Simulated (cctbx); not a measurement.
# Tb4Ti3Sn: as given, inverted or twinned?

Space group Pmm2 (no. 25), a = 3.9820 Å, b = 4.4510 Å, c = 10.6690 Å, α = 90.00°, β = 90.00°, γ = 90.00°.

| atom | mult. | x | y | z | Ueq (Å²) |
| --- | --- | --- | --- | --- | --- |
| Tb1 | 1 | 1/2 | 0 | 0.8576 | 0.0185 |
| Tb2 | 1 | 1/2 | 1/2 | 0.3587 | 0.0218 |
| Tb3 | 1 | 0 | 1/2 | 0.6446 | 0.0181 |
| Tb4 | 1 | 0 | 0 | 0.1446 | 0.0144 |
| Sn1 | 1 | 0 | 0 | 0.4165 | 0.0303 |
| Ti1 | 1 | 1/2 | 0 | 0.5802 | 0.0505 |
| Ti2 | 1 | 1/2 | 1/2 | 0.0748 | 0.0250 |
| Ti3 | 1 | 0 | 1/2 | 0.9189 | 0.0379 |

The model is made up (kin elements in a known structure type, no relaxation), so it says nothing on whether the phase exists.

Data sets are simulated with cctbx and refined with Bijvoet mates kept apart; Flack x is then fitted as the share of an inverted twin with the atoms fixed, Hooft y from the Bijvoet differences. The group is acentric but holds improper operations, so there is an absolute structure (orientation) and no hand.

Untwinned crystal. What Flack and Hooft values should come out?

| λ (Å) | extinction (unmodelled) | d min (Å) | top counts | error (%) | model | R1 | Flack x | s.u. | Hooft y | s.u. | pairs |
| --- | --- | --- | --- | --- | --- | --- | --- | --- | --- | --- | --- |
| 0.71073 | 0 | 0.77 | 40000 | 1.5 | as given | 0.0100 | 0.02 | 0.03 | 0.020 | 0.027 | 262 |
| 0.71073 | 0 | 0.77 | 40000 | 1.5 | inverted | 0.0175 | 0.94 | 0.04 | 1.045 | 0.033 | 262 |
| 1.54184 | 0 | 0.83 | 40000 | 3 | as given | 0.0147 | 0.00 | 0.02 | -0.012 | 0.019 | 206 |

With Mo Kα, x is within 3 s.u. of 0, so the absolute structure is right. With Cu Kα, x is within 3 s.u. of 0, so the absolute structure is right. Inverting the model turns x into about 1 − x.
